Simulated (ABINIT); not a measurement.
## Quasiparticle gap of SnO2 (Cassiterite) in ABINIT

Wanted: ground state, empty states, screening and self-energy for SnO2 (Cassiterite).

Method: PBE and many-body steps on it, plane waves, in ABINIT 10.8.3.

**The experiments to reproduce.**

- Gap 3.6 eV: experimental gap quoted from earlier work; bulk crystal (quoted in “Study on the Photocatalytic Properties of Flower-Shaped SnO2”, 2022, pmc:9565917).

## 1. The starting structure

The structure is tetragonal, space group P4_2/mnm (No. 136). Conventional cell: a = 4.738 Å, b = 4.738 Å, c = 3.187 Å, α = 90.00°, β = 90.00°, γ = 90.00°. Nearest to Sn lie 6 O at 2.05 to 2.06 Å. O has 3 Sn at 2.05 to 2.06 Å nearest. Farther neighbours, and contacts between anions beyond the nearest, are not listed.

The cell and positions come from the Crystallography Open Database and are kept as given unless a step says otherwise.

## 2. Ground state

This step: ABINIT 10.8.3; DFT, PBE, plane waves, norm-conserving pseudopotentials.

The ground-state density comes first.

The input, run.abi:

```
acell 3*1.0 Angstrom
rprim 
  4.738000000000 0.000000000000 0.000000000000
  0.000000000000 4.738000000000 0.000000000000
  0.000000000000 0.000000000000 3.186500000000
ntypat 2
znucl 50 8
natom 6
typat 1 1 2 2 2 2
xred 
  0.000000000000 0.000000000000 0.000000000000
  0.500000000000 0.500000000000 0.500000000000
  0.307100000000 0.307100000000 0.000000000000
  0.192900000000 0.807100000000 0.500000000000
  0.692900000000 0.692900000000 0.000000000000
  0.807100000000 0.192900000000 0.500000000000
pp_dirpath "pseudos"
pseudos "Sn.upf, O.upf"
ecut 42
ngkpt 4 4 6
nshiftk 1
shiftk 0 0 0
kptopt 1
chksymbreak 0
nband 41
occopt 1
tolvrs 1e-10
nstep 60
prtwf 0
indata_prefix "in"
outdata_prefix "out"
tmpdata_prefix "tmp"
```

Command:

```console
$ OMP_NUM_THREADS=1 mpirun -n 8 abinit run.abi > log
```

Output:

```text
.Version 10.8.3 of ABINIT. v10.8.2 released Aug 2026.

 Symmetries : space group P4_2/m n m (#136); Bravais tP (primitive tetrag.)
================================================================================
 Values of the parameters that define the memory need of the present run
     intxc =       0    ionmov =       0      iscf =       7    lmnmax =       6
     lnmax =       6     mgfft =      54  mpssoang =       3    mqgrid =    3001
     natom =       6  nloc_mem =       1    nspden =       1   nspinor =       1
    nsppol =       1      nsym =      16    n1xccc =    2501    ntypat =       2
    occopt =       1   xclevel =       2
-    mband =          41        mffmem =           1         mkmem =           3
       mpw =        6296          nfft =      104976          nkpt =          24
================================================================================
  Rough estimation (10% accuracy) of disk space for files :
================================================================================

--------------------------------------------------------------------------------
------------- Echo of variables that govern the present computation ------------
--------------------------------------------------------------------------------
 -outvars: echo values of preprocessed input variables --------
            acell      1.8897261259E+00  1.8897261259E+00  1.8897261259E+00 Bohr

      chksymbreak           0
             ecut      4.20000000E+01 Hartree
-          fftalg         312

              ixc     -101130
              kpt      0.00000000E+00  0.00000000E+00  0.00000000E+00
                       2.50000000E-01  0.00000000E+00  0.00000000E+00
                       5.00000000E-01  0.00000000E+00  0.00000000E+00
                       2.50000000E-01  2.50000000E-01  0.00000000E+00
                       5.00000000E-01  2.50000000E-01  0.00000000E+00
                       5.00000000E-01  5.00000000E-01  0.00000000E+00
                       0.00000000E+00  0.00000000E+00  1.66666667E-01
                       2.50000000E-01  0.00000000E+00  1.66666667E-01
                       5.00000000E-01  0.00000000E+00  1.66666667E-01
   [... 13 further rows ...]
                       5.00000000E-01  2.50000000E-01  5.00000000E-01
                       5.00000000E-01  5.00000000E-01  5.00000000E-01
         kptrlatt        4    0    0      0    4    0      0    0    6
          kptrlen      3.58140895E+01
P           mkmem           3
            natom           6
            nband          41
            ngfft          54      54      36
             nkpt          24
            nstep          60
             nsym          16
           ntypat           2
              occ      2.000000  2.000000  2.000000  2.000000  2.000000  2.000000
                       2.000000  2.000000  2.000000  2.000000  2.000000  2.000000
                       2.000000  2.000000  2.000000  2.000000  2.000000  2.000000
                       2.000000  2.000000  2.000000  2.000000  2.000000  2.000000
                       2.000000  2.000000  2.000000  2.000000  2.000000  2.000000
                       2.000000  2.000000  2.000000  2.000000  0.000000  0.000000
                       0.000000  0.000000  0.000000  0.000000  0.000000
            prtwf           0
            rprim      4.7380000000E+00  0.0000000000E+00  0.0000000000E+00
[...]
spgroup         136

           tolvrs      1.00000000E-10

             xred      0.0000000000E+00  0.0000000000E+00  0.0000000000E+00
[...]
znucl       50.00000    8.00000

================================================================================

 chkinp: Checking input parameters for consistency.

================================================================================
== DATASET  1 ==================================================================
-   mpi_nproc: 8, omp_nthreads: 1 (-1 if OMP is not activated)

--- !DatasetInfo
iteration_state: {dtset: 1, }
dimensions: {natom: 6, nkpt: 24, mband: 41, nsppol: 1, nspinor: 1, nspden: 1, mpw: 6296, }
cutoff_energies: {ecut:  42.0, pawecutdg:  -1.0, }
electrons: {nelect:   6.80000000E+01, charge:   0.00000000E+00, occopt:   1.00000000E+00, tsmear:   1.00000000E-02, }

 Real(R)+Recip(G) space primitive vectors, cartesian coordinates (Bohr,Bohr^-1):
 R(1)=  8.9535224  0.0000000  0.0000000  G(1)=  0.1116879  0.0000000  0.0000000
 R(2)=  0.0000000  8.9535224  0.0000000  G(2)=  0.0000000  0.1116879  0.0000000
 R(3)=  0.0000000  0.0000000  6.0216123  G(3)=  0.0000000  0.0000000  0.1660685
 Unit cell volume ucvol=  4.8272594E+02 bohr^3
 Angles (23,13,12)=  9.00000000E+01  9.00000000E+01  9.00000000E+01 degrees

 getcut: wavevector=  0.0000  0.0000  0.0000  ngfft=  54  54  36
         ecut(hartree)=     42.000   => boxcut(ratio)=   2.04927

--- Pseudopotential description ------------------------------------------------
- Sn Generated using ONCVPSP code by D. R. Hamann
- 50.00000  22.00000  171031                  znucl, zion, pspdat
12 -101130 2 -1 1628                          pspcod,pspxc,lmax,lloc,mmax
     nproj     2     2     2
  pspatm : epsatm=   27.31087254
         --- l  ekb(1:nproj) -->
[...]
pspatm: atomic psp has been read  and splines computed

[...]
ETOT  4  -509.49543743827    -3.893E-03 3.404E-03 1.151E+00
 ETOT  5  -509.49584511455    -4.077E-04 2.068E-03 8.763E-02
 ETOT  6  -509.49586478160    -1.967E-05 8.917E-04 2.898E-03
 ETOT  7  -509.49586499951    -2.179E-07 7.431E-04 2.571E-05
 ETOT  8  -509.49586500294    -3.432E-09 4.302E-04 5.826E-07
 ETOT  9  -509.49586500302    -8.112E-11 3.204E-04 3.678E-08
 ETOT 10  -509.49586500301     1.000E-11 2.448E-04 1.148E-09
 ETOT 11  -509.49586500304    -2.962E-11 2.319E-04 6.777E-11

 At SCF step   11       vres2   =  6.78E-11 < tolvrs=  1.00E-10 =>converged.

 Cartesian components of stress tensor (hartree/bohr^3)
  sigma(1 1)= -2.46207557E-04  sigma(3 2)=  0.00000000E+00
  sigma(2 2)= -2.46207557E-04  sigma(3 1)=  0.00000000E+00
  sigma(3 3)= -3.51754412E-04  sigma(2 1)=  0.00000000E+00

--- !ResultsGS
iteration_state: {dtset: 1, }
comment   : Summary of ground state results
lattice_vectors:
- [  8.9535224,   0.0000000,   0.0000000, ]
- [  0.0000000,   8.9535224,   0.0000000, ]
- [  0.0000000,   0.0000000,   6.0216123, ]
lattice_lengths: [   8.95352,    8.95352,    6.02161, ]
lattice_angles: [ 90.000,  90.000,  90.000, ] # degrees, (23, 13, 12)
lattice_volume:   4.8272594E+02
convergence: {deltae: -2.962E-11, res2:  6.777E-11, residm:  2.319E-04, diffor: null, }
etotal    :  -5.09495865E+02
entropy   :   0.00000000E+00
fermie    :   2.49058631E-01
cartesian_stress_tensor: # hartree/bohr^3
- [ -2.46207557E-04,   0.00000000E+00,   0.00000000E+00, ]
- [  0.00000000E+00,  -2.46207557E-04,   0.00000000E+00, ]
- [  0.00000000E+00,   0.00000000E+00,  -3.51754412E-04, ]
pressure_GPa:   8.2788E+00
xred      :
- [  0.0000E+00,   0.0000E+00,   0.0000E+00, Sn]
- [  5.0000E-01,   5.0000E-01,   5.0000E-01, Sn]
- [  3.0710E-01,   3.0710E-01,   0.0000E+00,  O]
- [  1.9290E-01,   8.0710E-01,   5.0000E-01,  O]
- [  6.9290E-01,   6.9290E-01,   0.0000E+00,  O]
- [  8.0710E-01,   1.9290E-01,   5.0000E-01,  O]
cartesian_forces: # hartree/bohr
- [  1.44560290E-19,  -0.00000000E+00,  -0.00000000E+00, ]
- [  1.44560290E-19,  -0.00000000E+00,  -0.00000000E+00, ]
- [ -3.66420005E-03,  -3.66420005E-03,  -0.00000000E+00, ]
- [  3.66420005E-03,  -3.66420005E-03,  -0.00000000E+00, ]
- [  3.66420005E-03,   3.66420005E-03,  -0.00000000E+00, ]
- [ -3.66420005E-03,   3.66420005E-03,  -0.00000000E+00, ]
force_length_stats: {min:   1.44560290E-19, max:   5.18196140E-03, mean:   3.45464094E-03, }

 Integrated electronic density in atomic spheres:
 ------------------------------------------------
 Atom  Sphere_radius  Integrated_density
[...]
================================================================================

 ----iterations are completed or convergence reached----

 Mean square residual over all n,k,spin=   67.387E-08; max=  23.190E-05
 reduced coordinates (array xred) for    6 atoms
[...]
0.500000      0.500000      0.500000
       0.307100      0.307100      0.000000
       0.192900      0.807100      0.500000
       0.692900      0.692900      0.000000
       0.807100      0.192900      0.500000
 rms dE/dt=  2.1872E-02; max dE/dt=  3.2807E-02; dE/dt below (all hartree)
    1       0.000000      0.000000      0.000000
    2       0.000000      0.000000      0.000000
    3       0.032807      0.032807      0.000000
    4      -0.032807      0.032807      0.000000
    5      -0.032807     -0.032807      0.000000
    6       0.032807     -0.032807      0.000000

 cartesian coordinates (angstrom) at end:
    1      0.000000     0.000000     0.000000
    2      2.369000     2.369000     1.593250
    3      1.455040     1.455040     0.000000
    4      0.913960     3.824040     1.593250
[...]
cartesian forces (hartree/bohr) at end:
[...]
frms,max,avg= 2.4428000E-03 3.6642000E-03   0.000E+00  0.000E+00  0.000E+00 h/b

 cartesian forces (eV/Angstrom) at end:
[...]
2      0.000000    -0.000000    -0.000000
    3     -0.188421    -0.188421    -0.000000
    4      0.188421    -0.188421    -0.000000
    5      0.188421     0.188421    -0.000000
    6     -0.188421     0.188421    -0.000000
 frms,max,avg= 1.2561383E-01 1.8842074E-01   0.000E+00  0.000E+00  0.000E+00 e/A
 length scales=  1.889726  1.889726  1.889726 bohr
              =  1.000000  1.000000  1.000000 angstroms
 prteigrs : about to open file out_EIG
 Fermi (or HOMO) energy (hartree) =   0.24906   Average Vxc (hartree)=  -0.42434
 Eigenvalues (hartree) for nkpt=  24  k points:
 kpt#   1, nband= 41, wtk=  0.01042, kpt=  0.0000  0.0000  0.0000 (reduced coord)
  -4.45122   -4.45122   -2.82797   -2.82797   -2.82638   -2.82638   -2.82622   -2.82621
  -0.52850   -0.50088   -0.49067   -0.48981   -0.48981   -0.48655   -0.48526   -0.48206
  -0.48100   -0.48100   -0.44591   -0.37776   -0.37776   -0.31287   -0.04845    0.10009
   0.10009    0.10339    0.13529    0.17389    0.17716    0.20329    0.20329    0.22098
   0.22098    0.24906    0.29623    0.47480    0.48381    0.48381    0.63508    0.64049
   0.69479
 prteigrs : prtvol=0 or 1, do not print more k-points.

--- !EnergyTerms
iteration_state     : {dtset: 1, }
comment             : Components of total free energy in Hartree
kinetic             :  2.004345E+02
hartree             :  1.588952E+02
xc                  : -7.120842E+01
Ewald energy        : -2.983397E+02
psp_core            :  1.117100E+01
local_psp           : -4.871395E+02
non_local_psp       : -2.330885E+01
total_energy        : -5.094959E+02
total_energy_eV     : -1.386409E+04
band_energy         : -6.123625E+01

 Cartesian components of stress tensor (hartree/bohr^3)
  sigma(1 1)= -2.46207557E-04  sigma(3 2)=  0.00000000E+00
  sigma(2 2)= -2.46207557E-04  sigma(3 1)=  0.00000000E+00
  sigma(3 3)= -3.51754412E-04  sigma(2 1)=  0.00000000E+00

-Cartesian components of stress tensor (GPa)         [Pressure=  8.2788E+00 GPa]
- sigma(1 1)= -7.24367642E+00  sigma(3 2)=  0.00000000E+00
- sigma(2 2)= -7.24367642E+00  sigma(3 1)=  0.00000000E+00
- sigma(3 3)= -1.03489721E+01  sigma(2 1)=  0.00000000E+00

== END DATASET(S) ==============================================================
================================================================================

 -outvars: echo values of variables after computation  --------
           etotal     -5.0949586500E+02
            nband          41
             nkpt          24
          spgroup         136
 [... the other variables as echoed above ...]

 Calculation completed.
```

Elapsed: 38 s, on 8 MPI ranks of Arm Neoverse V1, shared host; peak memory 0.72 GiB; 5.1 min of CPU time.

Read from the output:

```
total energy               : -13864.0888 eV
gap                        : 1.284 eV
k of the valence top       : 0, 0, 0
k of the conduction bottom : 0, 0, 0
least direct gap           : 1.284 eV
pressure                   : 8.279 GPa
```

The gap is direct, at Γ.

The cutoff was set for levels, not for stress, so the pressure can be off by some GPa.

(Part 1 of 3 ends here.)

[Long decimals in the printed logs are rounded to 6 places.]

[Logs are printed without paths, hosts, clocks, repeated set-up lines and the standing remarks that a program may print on its own settings, such as how far it seeks lower states.]

[Paths, hosts, dates, memory and timing lines, banners, echoed tables and standing remarks are left out of the program output; an Ansatz launch command may be rebuilt from the run's recorded settings. Measured values are a selection of at most five: reports struck by readers or far from the other reports are left out. None is set beside runs whose start may be inverted or whose files or cutoffs have a known fault.]

[Runs of the session that timed out or met a known fault of the program may be left out.]

[Hosts, paths, dates, database ids (printed as entryN), source tags and the programs' standing remarks are cut or masked in the printed files.]

[G0W0 gaps are taken among the corrected bands and points alone; a level outside them can change the order at an edge.]

[Where Ansatz stands beside ABINIT at settings called matched, ABINIT's density can come from a denser mesh and the files from another edition; pairs whose starting gaps differed by over 0.03 eV were left out, so agreement reads better than it is.]
